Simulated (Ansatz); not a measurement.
# Zr (P6_3/mmc): a Bloch–Grüneisen fit of the computed resistivity

Wanted: a compact model of ρ(T) for Zr (P6_3/mmc) and a check of it.

The resistivities were computed with Ansatz 0.2.0 (DFT PBE, scalar-relativistic, plane waves, PAW; PAW set soft_1) from the linearised Boltzmann equation with harmonic phonons, on q 6×6×4, k 18×18×12, scattering 36×36×20; the fit below is done by hand on them.

**Measured values to reproduce.**

“CRC Handbook of Chemistry and Physics, 84th edition, Electrical Resistivity of Pure Metals” (2003, CRC Press, section 12, read from Wikipedia's data page) quotes from earlier work for Zr (bulk crystal): resistivity at 300 K 43.3 μΩ cm; resistivity at 80 K 6.64 μΩ cm; resistivity at 500 K 76.5 μΩ cm.

### Step 1. What is given

Symmetry: P6_3/mmc, No. 194, hexagonal system. The conventional cell has a = 3.235 Å, b = 3.235 Å, c = 5.165 Å, α = 90.00°, β = 90.00°, γ = 120.00°. Zr on site c is surrounded by 12 Zr at 3.19 to 3.23 Å.

This is the relaxed cell of the run, from steps not shown here.

The mean resistivity of the three axes from 50 to 800 K, with one row held back; the colder rows stay outside the fit and test it at the end:

| T (K) | ρ (μΩ cm) |
| --- | --- |
| 50 | 3.497 |
| 80 | 9.103 |
| 100 | 12.92 |
| 150 | 22.02 |
| 200 | 30.61 |
| 273 | 42.67 |
| 300 | 47.05 |
| 400 | 62.94 |
| 500 | ? |
| 600 | 93.45 |
| 800 | 122.6 |

### Step 2. The fit

Bloch and Grüneisen's form is ρ(T) = A (T/Θ)⁵ J₅(Θ/T), with J₅(z) the integral of x⁵/((eˣ − 1)(1 − e⁻ˣ)) from 0 to z. It goes as T⁵ far below Θ and as A T/(4Θ) far above. For a trial Θ the best A is the geometric mean of ρ/[(T/Θ)⁵ J₅] over the rows, and the scatter of that ratio measures the fit:

| Θ (K) | A (μΩ cm) | scatter (%) |
| --- | --- | --- |
| 124 | 71.69 | 14.8 |
| 164 | 99.11 | 8.3 |
| 186 | 115.6 | 4.3 |
| 206 | 131.7 | 1.7 |
| 226 | 148.9 | 4.6 |
| 258 | 179.0 | 11.5 |
| 308 | 233.3 | 23.2 |

The scatter is least at Θ = 206 K, with A = 131.7 μΩ cm (1.7 % r.m.s.).

| T (K) | computed | fit |
| --- | --- | --- |
| 50 | 3.497 | 3.534 |
| 80 | 9.103 | 9.042 |
| 100 | 12.92 | 12.74 |
| 150 | 22.02 | 21.63 |
| 200 | 30.61 | 30.16 |
| 273 | 42.67 | 42.29 |
| 300 | 47.05 | 46.72 |
| 400 | 62.94 | 63.01 |
| 600 | 93.45 | 95.28 |
| 800 | 122.6 | 127.4 |

### Step 3. The row held back

At T = 500 K, Θ/T = 0.412, J₅ = 0.007136 and (T/Θ)⁵ = 84.24, so the fit gives 79.18 μΩ cm. The computed value is 78.40 μΩ cm: the fit is off by +0.99 %. Outside its range, at 20 K, it gives 0.134 against 0.139 μΩ cm computed, 0.96 times that; at that temperature the run's own test moves by 5 % between meshes in the component that moves most. Among the rows used, the largest miss is +3.9 %, at 800 K.

### Step 4. What the two numbers mean

Θ = 206 K is 1.42 times ħω_log/k_B (145 K) and 0.71 of the highest phonon frequency (289 K). The high-temperature slope of the fit, A/(4Θ), is 0.160 μΩ cm/K. The same slope from the run's transport coupling and plasma energy, 2π k_B λ_tr/(ħ ε₀ ω_p²) with λ_tr = 0.646, 0.646, 0.659 (xx, yy, zz) and ħω_p = 3.86, 3.86, 4.24 (xx, yy, zz) eV, is 0.166 μΩ cm/K in the mean of the axes, +3.6 % from it. For comparison, the computed rows rise by 0.146 μΩ cm/K between the two hottest.

### Step 5. Results

* Θ: 206 K
* A: 131.7 μΩ cm
* scatter of the fit: 1.7 %
* held-back row at 500 K, fit against computed: 79.18 against 78.40 μΩ cm

**Reading.** Two numbers, Θ = 206 K and A = 132 μΩ cm, hold the computed ρ(T) from 50 to 800 K within 1.69 % r.m.s. and predict the held-back row within 0.99 %. By the run's own test the resistivity at 300 K moves by 4 % between its two finest scattering meshes, in the component that moves most. The mean hides an anisotropy: at 300 K the components are 49.5, 49.5, 42.1 (xx, yy, zz) μΩ cm. The fit describes the calculation: impurities, thermal expansion, changes of phase and anharmonicity are in neither.

Calculation against experiment:

| quantity | measured | q 6×6×4, fine 36×36×20 |
| --- | --- | --- |
| resistivity at 300 K (computed: phonon part alone; the measured value holds the sample's residual resistivity) (μΩ cm) | 43.3 | 47.05 (+8.7 %) |
| resistivity at 80 K (computed: phonon part alone; the measured value holds the sample's residual resistivity) (μΩ cm) | 6.64 | 9.10 (+37.1 %) |
| resistivity at 500 K (computed: phonon part alone; the measured value holds the sample's residual resistivity) (μΩ cm) | 76.5 | 78.40 (+2.5 %) |

Measured values from CRC Press, section 12, read from Wikipedia's data page (2003).

**Verdict.** The resistivity at 300 K is off by +8.7 %: fair agreement. The resistivity at 80 K is off by +37.1 %: a clear miss. The resistivity at 500 K is off by +2.5 %: good agreement.

[Hosts, paths, dates, database ids (printed as entryN), source tags and the programs' standing remarks are cut or masked in the printed files.]
